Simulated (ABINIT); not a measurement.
**AgCl (Fm-3m): a self-consistent loop beyond G0W0, cycle by cycle**

Aim: iterate the self-energy on AgCl (Fm-3m) and follow the gap from cycle to cycle.

Calculated with ABINIT 10.8.3; PBE and many-body steps on it, plane waves.

Report form: the programs' logs are mostly left out.

**1. Set-up**

Symmetry: Fm-3m, No. 225, cubic system. Conventional cell: a = 5.545 Å, b = 5.545 Å, c = 5.545 Å, α = 90.00°, β = 90.00°, γ = 90.00°. Ag has 6 Cl at 2.77 Å nearest. Cl has 6 Ag at 2.77 Å nearest. Farther neighbours and most contacts between anions are not listed.

The cell and positions are those that the Materials Project relaxed with its own functionals (PBE, PBE+U or r2SCAN), kept fixed.

**2. Empty states on the mesh, 4×4×4 mesh, 132 bands**

This step: ABINIT 10.8.3; DFT, PBE, plane waves, norm-conserving pseudopotentials.

The sums over transitions need many empty states on a uniform mesh; this step solves for them.

The input, run.abi:

```
acell 3*1.0 Angstrom
rprim 
  0.000000000000 2.772662996800 2.772662996800
  2.772662996800 0.000000000000 2.772662996800
  2.772662996800 2.772662996800 0.000000000000
ntypat 2
znucl 47 17
natom 2
typat 1 2
xred 
  0.000000000000 0.000000000000 0.000000000000
  0.500000000000 0.500000000000 0.500000000000
pp_dirpath "pseudos"
pseudos "Ag.upf, Cl.upf"
ecut 37
ngkpt 4 4 4
nshiftk 1
shiftk 0 0 0
kptopt 1
chksymbreak 0
irdden 1
istwfk *1
nband 132
prtvol 0
optdriver 6
gwr_task "HDIAGO"
paral_kgb 0
occopt 1
indata_prefix "in"
outdata_prefix "out"
tmpdata_prefix "tmp"
```

On the command line:

```bash
$ OMP_NUM_THREADS=1 mpirun -n 8 abinit run.abi > log
```

It took 27 s on 8 MPI ranks of Arm Neoverse V1, shared host; peak memory 4.6 GiB; 3.6 min of CPU time.

Numbers from this step:

```yaml
gap: 0.9128 eV
k_of_the_valence_top: 0.5, 0, 0
k_of_the_conduction_bottom: 0, 0, 0
least_direct_gap: 3.230 eV
k_points_computed: 8
lowest_point_of_the_top_converged_band_above_the_valence_top: 100.4976 eV
```

On this mesh the gap is 0.913 eV.

The density comes from a self-consistent run that is not shown.

**3. Screening, 4×4×4 mesh, 124 bands, screening to 163.3 eV**

The RPA dielectric matrix is built and inverted for each q.

This step: RPA screening on PBE, plane waves, norm-conserving pseudopotentials.

Edit run.abi of step 2 so:

```diff
@@ -20,10 +20,11 @@
 chksymbreak 0
-irdden 1
 istwfk *1
-nband 132
-prtvol 0
-optdriver 6
-gwr_task "HDIAGO"
-paral_kgb 0
 occopt 1
+irdwfk 1
+optdriver 3
+nband 124
+ecuteps 6
+inclvkb 2
+awtr 1
+symchi 1
 indata_prefix "in"
```

Elapsed: 19 s, on 8 MPI ranks; peak memory 1.5 GiB.

Numbers from this step:

| Property | Result |
| --- | --- |
| ε∞ with local fields, on this mesh, along the program's q direction | 5.283 |
| the same without local fields | 5.740 |
| plasma frequency | 29.00 eV |
| plane waves in the screening matrix | 181 |

Local fields lower ε∞ by 8 %. On a Γ-centred mesh this coarse the value itself is usually too large, while a short band sum pulls it down.

**4. G0W0**

The self-energy is evaluated for the states that the input lists, and the levels follow from it, in one-shot runs by the linearised quasiparticle equation.

This step: G0W0 on PBE, plane waves, norm-conserving pseudopotentials.

Edit run.abi of step 3 so:

```diff
@@ -23,8 +23,17 @@
 irdwfk 1
-optdriver 3
+optdriver 4
 nband 124
+gwcalctyp 0
+ecutsigx 37
+symsigma 1
+nkptgw 2
+kptgw 
+  0.5000000000 0.0000000000 0.0000000000
+  0.0000000000 0.0000000000 0.0000000000
+bdgw 
+  12 15
+  11 17
 ecuteps 6
-inclvkb 2
-awtr 1
-symchi 1
+irdscr 1
+ppmodel 1
 indata_prefix "in"
```

Run time: 6.2 s. Hardware: 8 MPI ranks; peak memory 1.3 GiB; 49 s of CPU time.

Numbers from this step:

| Quantity | Value |
| --- | --- |
| G0W0 gap on the points computed | 2.129 eV |
| starting gap on the mesh | 0.9128 eV |
| k of the valence top | 0.5, 0, 0 |
| k of the conduction bottom | 0, 0, 0 |
| Z at the valence top | 0.798 |
| Z at the conduction bottom | 0.83 |
| least direct G0W0 gap on the computed points | 4.674 eV |

The gap on the mesh goes from 0.91 eV to 2.13 eV, a correction of +1.22 eV.

**5. evGW0, cycle 1**

This step: evGW0 on PBE, plane waves, norm-conserving pseudopotentials.

Edit run.abi of step 4 so:

```diff
@@ -25,12 +25,24 @@
 nband 124
-gwcalctyp 0
+gwcalctyp 10
 ecutsigx 37
 symsigma 1
-nkptgw 2
+nkptgw 8
 kptgw 
+  0.0000000000 0.0000000000 0.0000000000
+  0.2500000000 0.0000000000 0.0000000000
   0.5000000000 0.0000000000 0.0000000000
-  0.0000000000 0.0000000000 0.0000000000
+  0.2500000000 0.2500000000 0.0000000000
+  0.5000000000 0.2500000000 0.0000000000
+  -0.2500000000 0.2500000000 0.0000000000
+  0.5000000000 0.5000000000 0.0000000000
+  -0.2500000000 0.5000000000 0.2500000000
 bdgw 
-  12 15
-  11 17
+  6 21
+  6 21
+  6 21
+  6 21
+  6 21
+  6 21
+  6 21
+  6 21
 ecuteps 6
```

Wall time 82 s (8 MPI ranks); peak memory 2.9 GiB.

Numbers from this step:

* quasiparticle gap on the mesh: 2.421 eV
* gap of the density functional on the mesh: 0.9128 eV
* k of the valence top: 0.5, 0, 0
* k of the conduction bottom: 0, 0, 0
* Z at the valence top: 0.798
* Z at the conduction bottom: 0.83
* least direct quasiparticle gap on the computed points: 5.034 eV

Against G0W0 in ABINIT (4×4×4 mesh, 124 bands, screening to 163.3 eV, Godby-Needs plasmon pole), the gap moves by +0.292 eV. This first cycle still uses the starting levels; it takes the full correction, at all points of the mesh, and its linearised value is 2.129 eV.

**6. evGW0, cycle 2**

The corrected levels of the last cycle go back in.

Edit run.abi of step 5 so:

```diff
@@ -50,2 +50,3 @@
 ppmodel 1
+irdqps 1
 indata_prefix "in"
```

Elapsed: 82 s, on 8 MPI ranks; peak memory 2.9 GiB.

This step gave:

* quasiparticle gap on the mesh: 2.341 eV
* gap of the density functional on the mesh: 0.9128 eV
* k of the valence top: 0.5, 0, 0
* k of the conduction bottom: 0, 0, 0
* least direct quasiparticle gap on the computed points: 4.881 eV

Against the cycle before, the gap moves by −0.080 eV.

**7. evGW0, cycle 3**

run.abi is that of step 6.

Elapsed: 83 s, on 8 MPI ranks; peak memory 2.9 GiB; 11 min of CPU time.

This step gave:

```
quasiparticle gap on the mesh                         : 2.343 eV
gap of the density functional on the mesh             : 0.9128 eV
k of the valence top                                  : 0.5, 0, 0
k of the conduction bottom                            : 0, 0, 0
least direct quasiparticle gap on the computed points : 4.896 eV
```

Against the cycle before, the gap moves by +0.002 eV.

**8. Screening, 4×4×4 mesh, 124 bands, screening to 163.3 eV**

This step: RPA screening on PBE, plane waves, norm-conserving pseudopotentials.

The input, run.abi:

```
acell 3*1.0 Angstrom
rprim 
  0.000000000000 2.772662996800 2.772662996800
  2.772662996800 0.000000000000 2.772662996800
  2.772662996800 2.772662996800 0.000000000000
ntypat 2
znucl 47 17
natom 2
typat 1 2
xred 
  0.000000000000 0.000000000000 0.000000000000
  0.500000000000 0.500000000000 0.500000000000
pp_dirpath "pseudos"
pseudos "Ag.upf, Cl.upf"
ecut 37
ngkpt 4 4 4
nshiftk 1
shiftk 0 0 0
kptopt 1
chksymbreak 0
istwfk *1
occopt 1
irdwfk 1
optdriver 3
nband 124
ecuteps 6
inclvkb 2
awtr 1
symchi 1
gwcalctyp 10
mbpt_sciss 1.681 eV
nqptdm 1
qptdm 
  0 0 0
indata_prefix "in"
outdata_prefix "out"
tmpdata_prefix "tmp"
```

Run time: 4.9 s. Hardware: 8 MPI ranks; peak memory 1 GiB; 38 s of CPU time.

Numbers from this step:

```
ε∞ with local fields, on this mesh, along the program's q direction : 4.377
the same without local fields                                       : 4.747
plasma frequency                                                    : 29.00 eV
plane waves in the screening matrix                                 : 181
```

This screening uses the functional's bands under a rigid shift, the mean opening of the cycle before.

**9. Screening, 4×4×4 mesh, 124 bands, screening to 163.3 eV**

This step: RPA screening on PBE from quasiparticle energies, plane waves, norm-conserving pseudopotentials.

Edit run.abi of step 8 so:

```diff
@@ -29,7 +29,13 @@
 symchi 1
+irdqps 1
 gwcalctyp 10
-mbpt_sciss 1.681 eV
-nqptdm 1
+nqptdm 7
 qptdm 
-  0 0 0
+  0.2500000000 0.0000000000 0.0000000000
+  0.5000000000 0.0000000000 0.0000000000
+  0.2500000000 0.2500000000 0.0000000000
+  0.5000000000 0.2500000000 0.0000000000
+  -0.2500000000 0.2500000000 0.0000000000
+  0.5000000000 0.5000000000 0.0000000000
+  -0.2500000000 0.5000000000 0.2500000000
 indata_prefix "in"
```

The input, mrgscr.stdin:

```
2
merged
q0_SCR
out_SCR
1
```

On the command line:

```bash
$ OMP_NUM_THREADS=1 mpirun -n 8 abinit run.abi > log; mrgscr < mrgscr.stdin
```

Run time: 18 s. Hardware: 8 MPI ranks; peak memory 1.4 GiB.

This step gave:

| Item | Value |
| --- | --- |
| plasma frequency | 29.00 eV |
| plane waves in the screening matrix | 181 |

This screening reads the quasiparticle levels of the cycle before.

**10. evGW, cycle 1**

This step: evGW on PBE, plane waves, norm-conserving pseudopotentials.

Edit run.abi of step 9 so:

```diff
@@ -23,12 +23,10 @@
 irdwfk 1
-optdriver 3
+optdriver 4
 nband 124
-ecuteps 6
-inclvkb 2
-awtr 1
-symchi 1
-irdqps 1
 gwcalctyp 10
-nqptdm 7
-qptdm 
+ecutsigx 37
+symsigma 1
+nkptgw 8
+kptgw 
+  0.0000000000 0.0000000000 0.0000000000
   0.2500000000 0.0000000000 0.0000000000
@@ -40,2 +38,15 @@
   -0.2500000000 0.5000000000 0.2500000000
+bdgw 
+  6 21
+  6 21
+  6 21
+  6 21
+  6 21
+  6 21
+  6 21
+  6 21
+ecuteps 6
+irdscr 1
+ppmodel 1
+irdqps 1
 indata_prefix "in"
```

On the command line:

```bash
$ OMP_NUM_THREADS=1 mpirun -n 8 abinit run.abi > log
```

The job ended after 82 s (8 MPI ranks; peak memory 2.9 GiB).

Numbers from this step:

```yaml
quasiparticle_gap_on_the_mesh: 2.716 eV
gap_of_the_density_functional_on_the_mesh: 0.9128 eV
k_of_the_valence_top: 0.5, 0, 0
k_of_the_conduction_bottom: 0, 0, 0
least_direct_quasiparticle_gap_on_the_computed_points: 5.255 eV
```

Against G0W0 in ABINIT (4×4×4 mesh, 124 bands, screening to 163.3 eV, Godby-Needs plasmon pole), the gap moves by +0.587 eV.

**11. Screening, 4×4×4 mesh, 124 bands, screening to 163.3 eV**

This step: RPA screening on PBE, plane waves, norm-conserving pseudopotentials.

The input, run.abi:

```
acell 3*1.0 Angstrom
rprim 
  0.000000000000 2.772662996800 2.772662996800
  2.772662996800 0.000000000000 2.772662996800
  2.772662996800 2.772662996800 0.000000000000
ntypat 2
znucl 47 17
natom 2
typat 1 2
xred 
  0.000000000000 0.000000000000 0.000000000000
  0.500000000000 0.500000000000 0.500000000000
pp_dirpath "pseudos"
pseudos "Ag.upf, Cl.upf"
ecut 37
ngkpt 4 4 4
nshiftk 1
shiftk 0 0 0
kptopt 1
chksymbreak 0
istwfk *1
occopt 1
irdwfk 1
optdriver 3
nband 124
ecuteps 6
inclvkb 2
awtr 1
symchi 1
gwcalctyp 10
mbpt_sciss 2.098 eV
nqptdm 1
qptdm 
  0 0 0
indata_prefix "in"
outdata_prefix "out"
tmpdata_prefix "tmp"
```

Run time: 4.8 s. Hardware: 8 MPI ranks; peak memory 1 GiB.

This step gave:

- ε∞ with local fields, on this mesh, along the program's q direction: 4.217
- the same without local fields: 4.570
- plasma frequency: 29.00 eV
- plane waves in the screening matrix: 181

This screening uses the functional's bands under a rigid shift, the mean opening of the cycle before.

**12. Screening, 4×4×4 mesh, 124 bands, screening to 163.3 eV**

This step: RPA screening on PBE from quasiparticle energies, plane waves, norm-conserving pseudopotentials.

Edit run.abi of step 11 so:

```diff
@@ -29,7 +29,13 @@
 symchi 1
+irdqps 1
 gwcalctyp 10
-mbpt_sciss 2.098 eV
-nqptdm 1
+nqptdm 7
 qptdm 
-  0 0 0
+  0.2500000000 0.0000000000 0.0000000000
+  0.5000000000 0.0000000000 0.0000000000
+  0.2500000000 0.2500000000 0.0000000000
+  0.5000000000 0.2500000000 0.0000000000
+  -0.2500000000 0.2500000000 0.0000000000
+  0.5000000000 0.5000000000 0.0000000000
+  -0.2500000000 0.5000000000 0.2500000000
 indata_prefix "in"
```

mrgscr.stdin is that of step 9.

On the command line:

```bash
$ OMP_NUM_THREADS=1 mpirun -n 8 abinit run.abi > log; mrgscr < mrgscr.stdin
```

Elapsed: 17 s, on 8 MPI ranks; peak memory 1.4 GiB.

This step gave:

* plasma frequency: 29.00 eV
* plane waves in the screening matrix: 181

This screening reads the quasiparticle levels of the cycle before.

**13. evGW, cycle 2**

This step: evGW on PBE, plane waves, norm-conserving pseudopotentials.

Edit run.abi of step 12 so:

```diff
@@ -23,12 +23,10 @@
 irdwfk 1
-optdriver 3
+optdriver 4
 nband 124
-ecuteps 6
-inclvkb 2
-awtr 1
-symchi 1
-irdqps 1
 gwcalctyp 10
-nqptdm 7
-qptdm 
+ecutsigx 37
+symsigma 1
+nkptgw 8
+kptgw 
+  0.0000000000 0.0000000000 0.0000000000
   0.2500000000 0.0000000000 0.0000000000
@@ -40,2 +38,15 @@
   -0.2500000000 0.5000000000 0.2500000000
+bdgw 
+  6 21
+  6 21
+  6 21
+  6 21
+  6 21
+  6 21
+  6 21
+  6 21
+ecuteps 6
+irdscr 1
+ppmodel 1
+irdqps 1
 indata_prefix "in"
```

On the command line:

```bash
$ OMP_NUM_THREADS=1 mpirun -n 8 abinit run.abi > log
```

The job ended after 82 s (8 MPI ranks; peak memory 2.9 GiB; 11 min of CPU time).

Numbers from this step:

- quasiparticle gap on the mesh: 2.783 eV
- gap of the density functional on the mesh: 0.9128 eV
- k of the valence top: 0.5, 0, 0
- k of the conduction bottom: 0, 0, 0
- least direct quasiparticle gap on the computed points: 5.33 eV

Against the cycle before, the gap moves by +0.067 eV.

**14. Screening, 4×4×4 mesh, 124 bands, screening to 163.3 eV**

This step: RPA screening on PBE, plane waves, norm-conserving pseudopotentials.

The input, run.abi:

```
acell 3*1.0 Angstrom
rprim 
  0.000000000000 2.772662996800 2.772662996800
  2.772662996800 0.000000000000 2.772662996800
  2.772662996800 2.772662996800 0.000000000000
ntypat 2
znucl 47 17
natom 2
typat 1 2
xred 
  0.000000000000 0.000000000000 0.000000000000
  0.500000000000 0.500000000000 0.500000000000
pp_dirpath "pseudos"
pseudos "Ag.upf, Cl.upf"
ecut 37
ngkpt 4 4 4
nshiftk 1
shiftk 0 0 0
kptopt 1
chksymbreak 0
istwfk *1
occopt 1
irdwfk 1
optdriver 3
nband 124
ecuteps 6
inclvkb 2
awtr 1
symchi 1
gwcalctyp 10
mbpt_sciss 2.167 eV
nqptdm 1
qptdm 
  0 0 0
indata_prefix "in"
outdata_prefix "out"
tmpdata_prefix "tmp"
```

It took 4.8 s on 8 MPI ranks; peak memory 1 GiB.

Numbers from this step:

```yaml
eps_infinity_with_local_fields_on_this_mesh_along_the_program_s_q_direction: 4.192
the_same_without_local_fields: 4.543
plasma_frequency: 29.00 eV
plane_waves_in_the_screening_matrix: 181
```

This screening uses the functional's bands under a rigid shift, the mean opening of the cycle before.

**15. Screening, 4×4×4 mesh, 124 bands, screening to 163.3 eV**

This step: RPA screening on PBE from quasiparticle energies, plane waves, norm-conserving pseudopotentials.

Edit run.abi of step 14 so:

```diff
@@ -29,7 +29,13 @@
 symchi 1
+irdqps 1
 gwcalctyp 10
-mbpt_sciss 2.167 eV
-nqptdm 1
+nqptdm 7
 qptdm 
-  0 0 0
+  0.2500000000 0.0000000000 0.0000000000
+  0.5000000000 0.0000000000 0.0000000000
+  0.2500000000 0.2500000000 0.0000000000
+  0.5000000000 0.2500000000 0.0000000000
+  -0.2500000000 0.2500000000 0.0000000000
+  0.5000000000 0.5000000000 0.0000000000
+  -0.2500000000 0.5000000000 0.2500000000
 indata_prefix "in"
```

mrgscr.stdin is that of step 12.

On the command line:

```bash
$ OMP_NUM_THREADS=1 mpirun -n 8 abinit run.abi > log; mrgscr < mrgscr.stdin
```

The job ended after 17 s (8 MPI ranks; peak memory 1.4 GiB; 2.3 min of CPU time).

Numbers from this step:

| Property | Result |
| --- | --- |
| plasma frequency | 29.00 eV |
| plane waves in the screening matrix | 181 |

This screening reads the quasiparticle levels of the cycle before.

[end of part 1 of 2]

[Paths, hosts, dates, memory and timing lines, banners, echoed tables and standing remarks are left out of the program output.]

[Logs are printed without paths, hosts, clocks, repeated set-up lines and the standing remarks that a program may print on its own settings, such as how far it seeks lower states.]

[Runs of the session that timed out or met a known fault of the program may be left out.]

[Hosts, paths, dates, database ids (printed as entryN), source tags and the programs' standing remarks are cut or masked in the printed files.]

[G0W0 gaps are taken among the corrected bands and points alone; a level outside them can change the order at an edge.]

[Where Ansatz stands beside ABINIT at settings called matched, ABINIT's density can come from a denser mesh and the files from another edition; pairs whose starting gaps differed by over 0.03 eV were left out, so agreement reads better than it is.]
